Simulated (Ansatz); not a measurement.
**linear Rb chain: period, moment and channels by functional**

Wanted: the relaxed geometry and the open channels of the linear Rb chain, by several methods.

Calculated with Ansatz 0.2.0; DFT PBE, plane waves, PAW; relaxation of a chain's period, in the first sound run; inputs show where later runs differ.

This is a report of a sequence of runs, with most program output left out.

## Step 1: The structure

The cell holds 1 atom: 1 Rb. Cell: a = 12.000 Å, b = 12.000 Å, c = 4.092 Å, α = 90.0°, β = 90.0°, γ = 90.0°. Vacuum lies along a and b. The structure's axis is c.

## Step 2: The relaxed wire, level PBE, cutoff 420 eV

Band widths follow the bond lengths, so the chain is relaxed first. The atoms and the third cell vector are free; the box across stays fixed as vacuum. Moments are seeded so that a magnetic state can form if it lies lower. A Fermi-Dirac smearing is set since the result may be a metal. The pressure printed is a third of the stress's trace over the whole box, vacuum included; only the stress along the axis is relaxed.

The input, input.yaml:

```yaml
crystal:
  lattice:
    - [12.0, 0.0, 0.0]
    - [0.0, 12.0, 0.0]
    - [0.0, 0.0, 4.092]
  atoms:
    - { symbol: Rb, position: [0.5, 0.5, 0.0], spin: 0.5 }
magnetization:
  spin_polarized: true
kpoints:
  mp_grid: { grid: [1, 1, 20] }
scf:
  occupations: { method: fermi_dirac, width: 0.05 }
hamiltonian:
  xc: pbe
relax:
  cell: { fix: [a, b, alpha, beta, gamma] }
  max_steps: 60
```

Command:

```sh
> ansatz run input.yaml --threads 8 --pin off --max-ram 16384MiB --backend cpu --events-out ev --progress --plain --runs-dir out
```

Wall time 7.5 s (8 threads of Arm Neoverse V2, shared host); peak memory 0.84 GiB.

Relaxation path:

```tsv
step	energy less that of the first step (eV)	largest force component (eV/Å)	pressure (GPa)	volume (Å³)
1	0.0000	0.0000	0.06	589.25
2	-0.0039	0.0000	0.05	592.51
3	-0.0269	0.0000	0.02	621.24
4	-0.0337	0.0000	0.00	643.75
5	-0.0341	0.0000	-0.01	650.63
6*	-0.0342	0.0000	-0.01	650.63
```

Relaxation steps marked * repeat the geometry before them on a plane-wave basis chosen anew for their cell, so energy and pressure can jump there.

```tsv
cell as run	before	after	change
c (Å)	4.092	4.518	+10.4 %
```

The relaxed structure:

```xyz
1
Lattice="12.0000 0.0000 0.0000 0.0000 12.0000 0.0000 0.0000 0.0000 4.5183" Properties=species:S:1:pos:R:3
Rb    6.0000    6.0000    0.0000
```

This step gave:

* energy at zero smearing: -3266.9404 eV
* cell length along the wire: 4.518 Å

The cell's length comes to 4.518 Å with no moment.

## Step 3: The perfect wire, level PBE, k-mesh 1×1×18

This step: DFT PBE, plane waves, PAW; channels and complex bands of a perfect chain (Ansatz 0.2.0).

At the relaxed period the Bloch states of the perfect chain are found at each energy: those that move forward count the open channels, and those that decay describe how a disturbance dies away inside the wire itself. An energy step of 0.035 eV is under the 0.039 eV that the program asks for its thermal average at 300 K.

The input, input.yaml:

```yaml
crystal:
  lattice:
    - [12.0, 0.0, 0.0]
    - [0.0, 12.0, 0.0]
    - [0.0, 0.0, 4.5182638955]
  atoms:
    - { symbol: Rb, position: [0.5, 0.5, 0.0] }
kpoints:
  mp_grid: { grid: [1, 1, 18] }
  band_path: { path: ["Γ", Z], npoints: 60 }
scf:
  occupations: { method: fermi_dirac, width: 0.05 }
hamiltonian:
  xc: pbe
output:
  transmission:
    e_range: [-2, 2]
    de: 0.035
    kmesh: [1, 1]
    reduced_basis: true
    leads: [[0, 0]]
  dos: { projected: true, e_range: [-6, 4] }
  write_potential: true
  write_density: true
  volumetric_format: npy
  elf: true
```

Wall time 31 s (8 threads); peak memory 1.4 GiB.

This step gave:

```
energy at zero smearing                                  : -3266.9424 eV
channels at the energy nearest the Fermi level, one spin : 1
conductance of the lead as this run defines it           : 1.0000 G₀
band gap                                                 : 0 eV
```

Table of open channels of the lead, one spin by energy, zero at the Fermi level:

```tsv
energy (eV)	open channels of the lead, one spin
-2.00	0
-1.90	0
-1.79	0
-1.69	0
-1.58	0
-1.48	0
-1.37	0
-1.23	0
-1.12	0
-1.02	0
-0.92	0
-0.81	0
-0.70	0
-0.60	1
-0.49	1
-0.39	1
-0.28	1
-0.18	1
-0.07	1
-0.01	1
0.07	1
0.17	1
0.28	1
0.38	1
0.48	1
0.59	1
0.69	1
0.80	1
0.91	1
1.01	1
1.11	1
1.22	1
1.36	3
1.47	3
1.57	3
1.68	3
1.78	4
1.89	4
1.99	3
```

The slowest values at each energy, most degenerate partners merged, listed up to 1.5 1/Å. Table of Im kz of the slowest decaying states by energy, zero at the Fermi level:

```tsv
energy (eV)	decay 1 (Å⁻¹)	decay 2 (Å⁻¹)	decay 3 (Å⁻¹)	decay 4 (Å⁻¹)
-2.000	0.477	0.884	0.983	1.00
-1.790	0.444	0.857	0.967	0.972
-1.615	0.413	0.833	0.946	0.953
-1.405	0.371	0.804	0.914	0.936
-1.195	0.321	0.775	0.881	0.911
-0.985	0.259	0.745	0.846	0.880
-0.810	0.190	0.719	0.815	0.853
-0.600	0.687	0.777	0.820	0.866
-0.390	0.655	0.736	0.785	0.846
-0.215	0.626	0.699	0.755	0.822
-0.005	0.591	0.652	0.717	0.787
0.205	0.554	0.600	0.677	0.750
0.415	0.514	0.543	0.634	0.712
0.590	0.478	0.488	0.596	0.678
0.800	0.410	0.431	0.547	0.634
1.010	0.308	0.378	0.493	0.588
1.185	0.176	0.327	0.443	0.545
1.395	0.251	0.373	0.490	0.580
1.605	0.136	0.287	0.426	0.537
1.815	0.160	0.351	0.490	0.578
```

The electronic bands at the labelled points (eV, zero at the Fermi level):

```tsv
point	band 5	band 6	band 7	band 8	band 9
Γ	-0.61	1.27	1.27	1.69	1.91
halfway	-0.01	1.55	1.55	2.22	2.35
Z	1.49	1.53	1.96	1.96	3.18
```

Electrostatic potential energy in the ca plane at fractional y = 0.500, with atoms of Rb within 0.2 Å of it. With pseudopotentials it is smooth inside the atoms' cores, unlike the true potential.

Ten even steps from '0' (-45 eV) to '9' (1 eV), each cell a mean:
```
99999999999999
99999999999999
99999999999999
99999999999999
99999999999999
99999999999999
99999999999999
99999999999999
99999999999999
78899999999887
12589999998741
00178999998500
00278999998610
45789999999864
88999999999988
99999999999999
99999999999999
99999999999999
99999999999999
99999999999999
99999999999999
99999999999999
99999999999999
99999999999999
```
Columns run along c (4.5 Å; values clipped at the 3rd and 97th percentile), rows up along a (12.0 Å). Atoms in or near the plane, at fractional coordinates: Rb at (0.00, 0.50).

Valence density in the ca plane at fractional y = 0.500, with atoms of Rb within 0.2 Å of it. It is the smooth field of the valence electrons, not physical close to the nuclei.

Ten steps, logarithmic in the rise over the least value, from '_' (0.0 e/Å³) to '@' (1.9 e/Å³), each cell a mean:
```
____________________________
____________________________
____________________________
____________________________
____________________________
____________________________
____________________________
____________________________
::::........____..........::
**++==--::..........::--++**
@@@@%%++--::......::==**%%@@
@@@@@@##==::....::--++%%@@@@
@@@@@@**==::....::--++##@@@@
%%%%**==::........::--++##%%
====--::..............::--==
......________________......
____________________________
____________________________
____________________________
____________________________
____________________________
____________________________
____________________________
____________________________
```
Columns run along c (4.5 Å), rows up along a (12.0 Å). Atoms in or near the plane, at fractional coordinates: Rb at (0.00, 0.50).

ELF in the ca plane at fractional y = 0.500, with atoms of Rb within 0.2 Å of it. It is the smooth field of the valence electrons, not physical close to the nuclei.

Values, 24 rows by 14 columns, each cell a mean:
```
0.06 0.06 0.06 0.06 0.06 0.06 0.06 0.06 0.06 0.06 0.06 0.06 0.06 0.06
0.09 0.09 0.09 0.09 0.09 0.09 0.09 0.09 0.09 0.09 0.09 0.09 0.09 0.09
0.18 0.18 0.19 0.19 0.19 0.19 0.19 0.19 0.19 0.19 0.19 0.19 0.18 0.18
0.33 0.34 0.34 0.35 0.36 0.37 0.37 0.37 0.37 0.36 0.36 0.35 0.34 0.34
0.51 0.52 0.53 0.56 0.58 0.60 0.61 0.61 0.61 0.59 0.57 0.55 0.53 0.51
0.51 0.53 0.58 0.65 0.71 0.76 0.78 0.79 0.77 0.74 0.69 0.62 0.56 0.52
0.22 0.26 0.34 0.49 0.66 0.79 0.86 0.87 0.84 0.75 0.60 0.42 0.30 0.24
0.05 0.06 0.09 0.18 0.38 0.65 0.83 0.87 0.78 0.54 0.29 0.13 0.08 0.06
0.16 0.13 0.08 0.06 0.12 0.34 0.67 0.77 0.55 0.23 0.09 0.06 0.10 0.14
0.68 0.61 0.43 0.18 0.09 0.15 0.45 0.58 0.30 0.10 0.10 0.28 0.51 0.65
0.80 0.85 0.83 0.56 0.21 0.10 0.27 0.39 0.17 0.11 0.32 0.72 0.85 0.83
0.18 0.57 0.86 0.75 0.35 0.11 0.22 0.32 0.14 0.16 0.51 0.84 0.79 0.39
0.45 0.71 0.86 0.70 0.31 0.10 0.23 0.34 0.15 0.14 0.45 0.82 0.83 0.60
0.85 0.84 0.73 0.41 0.15 0.11 0.33 0.46 0.21 0.10 0.21 0.57 0.79 0.85
0.45 0.38 0.23 0.10 0.08 0.20 0.54 0.67 0.40 0.13 0.07 0.14 0.29 0.42
0.07 0.06 0.05 0.08 0.19 0.46 0.75 0.82 0.66 0.34 0.13 0.06 0.06 0.06
0.09 0.11 0.17 0.30 0.51 0.74 0.86 0.88 0.82 0.65 0.43 0.23 0.14 0.10
0.35 0.38 0.47 0.59 0.71 0.80 0.84 0.85 0.83 0.77 0.67 0.54 0.43 0.37
0.54 0.55 0.59 0.63 0.67 0.70 0.72 0.72 0.72 0.69 0.66 0.61 0.57 0.55
0.45 0.46 0.47 0.48 0.50 0.51 0.52 0.52 0.52 0.51 0.49 0.48 0.46 0.45
0.26 0.27 0.27 0.28 0.28 0.28 0.29 0.29 0.29 0.28 0.28 0.27 0.27 0.27
0.14 0.14 0.14 0.14 0.14 0.14 0.15 0.15 0.15 0.14 0.14 0.14 0.14 0.14
0.07 0.07 0.07 0.07 0.07 0.07 0.07 0.07 0.07 0.07 0.07 0.07 0.07 0.07
0.05 0.05 0.05 0.05 0.05 0.05 0.05 0.05 0.05 0.05 0.05 0.05 0.05 0.05
```
Columns run along c (4.5 Å), rows up along a (12.0 Å). Atoms in or near the plane, at fractional coordinates: Rb at (0.00, 0.50).

By hand: the program gives 5.3806 × 10^13 S/m² over the cell's cross-section of 144.00 Å² = 1.440 × 10^-18 m², so one cell conducts 7.748 × 10^-5 S. Divided by G0 = 2e²/h = 7.748 × 10^-5 S this is 1.00 G0, a resistance of 12.9 kΩ.

At the computed energy nearest the Fermi level there are 1 channel a spin, and the thermal average gives 1.000 G₀.

## Step 4: Relaxation of atoms and period

This step: DFT LDA, plane waves, PAW; relaxation of a chain's period (Ansatz 0.2.0).

The relaxation is repeated under another functional. LDA has no gradient terms and tends to overbind, so it marks the short end of the likely bond lengths.

The input, input.yaml:

```yaml
crystal:
  lattice:
    - [12.0, 0.0, 0.0]
    - [0.0, 12.0, 0.0]
    - [0.0, 0.0, 4.092]
  atoms:
    - { symbol: Rb, position: [0.5, 0.5, 0.0], spin: 0.5 }
magnetization:
  spin_polarized: true
kpoints:
  mp_grid: { grid: [1, 1, 20] }
scf:
  occupations: { method: fermi_dirac, width: 0.05 }
hamiltonian:
  xc: lda
relax:
  cell: { fix: [a, b, alpha, beta, gamma] }
  max_steps: 60
```

It took 5.3 s on 8 threads; peak memory 0.75 GiB; 36 s of CPU time.

The steps of the relaxation:

```tsv
step	energy less that of the first step (eV)	largest force component (eV/Å)	pressure (GPa)	volume (Å³)
1	0.0000	0.0000	0.02	589.25
2	-0.0009	0.0000	0.02	590.80
3	-0.0078	0.0000	0.00	614.28
4	-0.0079	0.0000	-0.01	617.71
5*	-0.0080	0.0000	-0.01	617.71
```

Relaxation steps marked * repeat the geometry before them on a plane-wave basis chosen anew for their cell, so energy and pressure can jump there.

```tsv
cell as run	before	after	change
c (Å)	4.092	4.290	+4.8 %
```

The relaxed structure:

```
Rb
1.0
    12.00000    0.00000    0.00000
     0.00000   12.00000    0.00000
     0.00000    0.00000    4.28962
Rb
1
Direct
  0.50000 0.50000 0.00000
```

The cell's length comes to 4.290 Å, -5.1 % against the first run, with no moment.

The cell grew by 4.8 % in its periodic edges.

## Step 5: The wire at its relaxed period, level LDA, k-mesh 1×1×19

This step: DFT LDA, plane waves, PAW; channels and complex bands of a perfect chain (Ansatz 0.2.0).

The channels are counted again under LDA, at the period that it gave.

The input, input.yaml:

```yaml
crystal:
  lattice:
    - [12.0, 0.0, 0.0]
    - [0.0, 12.0, 0.0]
    - [0.0, 0.0, 4.2896231172]
  atoms:
    - { symbol: Rb, position: [0.5, 0.5, 0.0] }
kpoints:
  mp_grid: { grid: [1, 1, 19] }
  band_path: { path: ["Γ", Z], npoints: 60 }
scf:
  occupations: { method: fermi_dirac, width: 0.05 }
hamiltonian:
  xc: lda
output:
  transmission:
    e_range: [-2, 2]
    de: 0.035
    kmesh: [1, 1]
    reduced_basis: true
    leads: [[0, 0]]
  dos: { projected: true, e_range: [-6, 4] }
```

Wall time 25 s (8 threads); peak memory 1.2 GiB; 2.4 min of CPU time.

At the computed energy nearest the Fermi level there are 1 channel a spin, and the thermal average gives 1.000 G₀.

## Step 6: Relaxing the period

This step: DFT PBEsol, plane waves, PAW; relaxation of a chain's period (Ansatz 0.2.0).

The relaxation is repeated under another functional. PBEsol weakens PBE's gradient terms and usually lands between LDA and PBE.

The input, input.yaml:

```yaml
crystal:
  lattice:
    - [12.0, 0.0, 0.0]
    - [0.0, 12.0, 0.0]
    - [0.0, 0.0, 4.092]
  atoms:
    - { symbol: Rb, position: [0.5, 0.5, 0.0], spin: 0.5 }
magnetization:
  spin_polarized: true
kpoints:
  mp_grid: { grid: [1, 1, 20] }
scf:
  occupations: { method: fermi_dirac, width: 0.05 }
hamiltonian:
  xc: pbesol
relax:
  cell: { fix: [a, b, alpha, beta, gamma] }
  max_steps: 60
```

Elapsed: 7.4 s, on 8 threads; peak memory 0.83 GiB; 53 s of CPU time.

Relaxation path:

```tsv
step	energy less that of the first step (eV)	largest force component (eV/Å)	pressure (GPa)	volume (Å³)
1	0.0000	0.0000	0.05	589.25
2	-0.0027	0.0000	0.04	591.98
3	-0.0210	0.0000	0.01	620.70
4	-0.0243	0.0000	0.00	637.07
5	-0.0245	0.0000	-0.01	641.50
6*	-0.0245	0.0000	-0.01	641.50
```

Relaxation steps marked * repeat the geometry before them on a plane-wave basis chosen anew for their cell, so energy and pressure can jump there.

```tsv
cell as run	before	after	change
c (Å)	4.092	4.455	+8.9 %
```

The relaxed structure:

```cif
data_structure
_symmetry_space_group_name_H-M 'P 1'
_symmetry_Int_Tables_number 1
_cell_length_a 12.0000
_cell_length_b 12.0000
_cell_length_c 4.4548
_cell_angle_alpha 90.000
_cell_angle_beta 90.000
_cell_angle_gamma 90.000
_cell_volume 641.50
loop_
_atom_site_label
_atom_site_type_symbol
_atom_site_fract_x
_atom_site_fract_y
_atom_site_fract_z
_atom_site_occupancy
Rb1 Rb 0.50000 0.50000 0.00000 1
```

The cell's length comes to 4.455 Å, -1.4 % against the first run, with no moment.

The cell grew by 8.9 % in its periodic edges.

## Step 7: The perfect wire, level PBEsol, k-mesh 1×1×18

This step: DFT PBEsol, plane waves, PAW; channels and complex bands of a perfect chain (Ansatz 0.2.0).

The channels are counted again under PBEsol, at the period that it gave.

The input, input.yaml:

```yaml
crystal:
  lattice:
    - [12.0, 0.0, 0.0]
    - [0.0, 12.0, 0.0]
    - [0.0, 0.0, 4.4548267598]
  atoms:
    - { symbol: Rb, position: [0.5, 0.5, 0.0] }
kpoints:
  mp_grid: { grid: [1, 1, 18] }
  band_path: { path: ["Γ", Z], npoints: 60 }
scf:
  occupations: { method: fermi_dirac, width: 0.05 }
hamiltonian:
  xc: pbesol
output:
  transmission:
    e_range: [-2, 2]
    de: 0.035
    kmesh: [1, 1]
    reduced_basis: true
    leads: [[0, 0]]
  dos: { projected: true, e_range: [-6, 4] }
```

Elapsed: 31 s, on 8 threads; peak memory 1.4 GiB; 3 min of CPU time.

Open channels of the lead, one spin against energy, zero at the Fermi level:

```tsv
energy (eV)	open channels of the lead, one spin
-0.810	0
-0.600	1
-0.390	1
-0.215	1
-0.005	1
0.205	1
0.415	1
0.590	1
0.800	1
1.010	1
1.185	1
1.395	3
1.605	3
1.815	4
```

At the computed energy nearest the Fermi level there are 1 channel a spin, and the thermal average gives 1.000 G₀.

## Step 8: Relaxing the period

This step: DFT RPBE, plane waves, PAW; relaxation of a chain's period (Ansatz 0.2.0).

The relaxation is repeated under another functional. RPBE strengthens the exchange enhancement and tends to longer, weaker bonds than PBE.

The input, input.yaml:

```yaml
crystal:
  lattice:
    - [12.0, 0.0, 0.0]
    - [0.0, 12.0, 0.0]
    - [0.0, 0.0, 4.092]
  atoms:
    - { symbol: Rb, position: [0.5, 0.5, 0.0], spin: 0.5 }
magnetization:
  spin_polarized: true
kpoints:
  mp_grid: { grid: [1, 1, 20] }
scf:
  occupations: { method: fermi_dirac, width: 0.05 }
hamiltonian:
  xc: rpbe
relax:
  cell: { fix: [a, b, alpha, beta, gamma] }
  max_steps: 60
```

The job ended after 9.8 s (8 threads; peak memory 0.88 GiB).

Step by step:

```tsv
step	energy less that of the first step (eV)	largest force component (eV/Å)	pressure (GPa)	volume (Å³)
1	0.0000	0.0000	0.08	589.25
2	-0.0069	0.0000	0.07	593.63
3	-0.0404	0.0000	0.04	622.35
4	-0.0569	0.0000	0.01	651.08
5	-0.0605	0.0000	-0.01	669.67
6	-0.0607	0.0000	-0.01	674.69
7*	-0.0608	0.0000	-0.01	674.69
```

Relaxation steps marked * repeat the geometry before them on a plane-wave basis chosen anew for their cell, so energy and pressure can jump there.

```tsv
cell as run	before	after	change
c (Å)	4.092	4.685	+14.5 %
```

Final coordinates:

```xyz
1
Lattice="12.0000 0.0000 0.0000 0.0000 12.0000 0.0000 0.0000 0.0000 4.6853" Properties=species:S:1:pos:R:3
Rb    6.0000    6.0000    0.0000
```

The cell's length comes to 4.685 Å, +3.7 % against the first run, with no moment. That is +14 % against the start, more than a small adjustment.

The cell grew by 14.5 % in its periodic edges.

(Part 1 of 2 ends here.)

[Logs are printed without paths, hosts, clocks, repeated set-up lines and the standing remarks that a program may print on its own settings, such as how far it seeks lower states.]

[Hosts, paths, dates, database ids (printed as entryN), source tags and the programs' standing remarks are cut or masked in the printed files.]
